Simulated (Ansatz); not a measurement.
## BeAlSiH (built on the sites of a database entry of SrAlSiH): relaxing the cell for a phonon run: cost of one run

Ansatz 0.2.0; DFT PBEsol, scalar-relativistic, plane waves, norm-conserving pseudopotentials. The cell holds 4 atoms.

The structure was built from a prototype and need not be the compound's stable phase.

The input, input.yaml:

```yaml
crystal:
  lattice:
    - [3.27441, 0.0, 0.0]
    - [-1.63721, 2.83573, 0.0]
    - [0.0, 0.0, 3.84376]
  atoms:
    - { symbol: Be, position: [0.0, 0.0, 0.000185] }
    - { symbol: Al, position: [0.66666667, 0.33333333, 0.460426] }
    - { symbol: Si, position: [0.33333333, 0.66666667, 0.554735] }
    - { symbol: H, position: [0.66666667, 0.33333333, 0.107654] }
kpoints:
  mp_grid: { grid: [9, 9, 6] }
hamiltonian:
  xc: pbesol
  pseudopotentials: { kind: nc }
scf:
  occupations: { method: gaussian, width: 0.1 }
output:
  forces: true
  stress: true
  eigenvalues: true
relax:
  adjacent_minimum: "off"
  f_tol: 0.05
  max_steps: 80
  cell: { stress_tol: 0.5 }
```

Run with:

```bash
$ ansatz run input.yaml --threads 4 --pin off --max-ram 7168MiB --backend cpu --events-out ev --progress --plain --runs-dir out
```

The cutoff in use is 1197 eV. For reference, a run of the same kind (4 atoms, 146 k-points, 10 bands and 4,029 plane waves; 41 SCF cycles) took 94 s and 0.6 GiB on the same hardware.

**Question.** How long does this run take on 4 threads of Arm Neoverse N1, shared host, and how much memory does it need?

At two electrons a band, the 12 electrons need 6 bands, and 4 more are carried. Symmetry cuts the 9×9×6 mesh from 486 to 62 points. The run has 62 k-points, 10 bands and 4,005 plane waves. Taking the work of a cycle as k-points × spins × bands × plane waves, that is 0.42 times the reference, or 40 s at the reference's 41 cycles. The run needed 194 SCF cycles over 29 ionic steps, which makes it about 3.1 min. One copy of the wavefunctions takes 0.037 GiB at 16 bytes a coefficient, against 0.088 GiB in the reference; grids, projectors and work arrays come on top. Measured: about 3.4 min, with a peak of 0.5 GiB. The estimate holds within 25 %.

[Logs are printed without paths, hosts, clocks, repeated set-up lines and the standing remarks that a program may print on its own settings, such as how far it seeks lower states.]

[Hosts, paths, dates, database ids (printed as entryN), source tags and the programs' standing remarks are cut or masked in the printed files.]
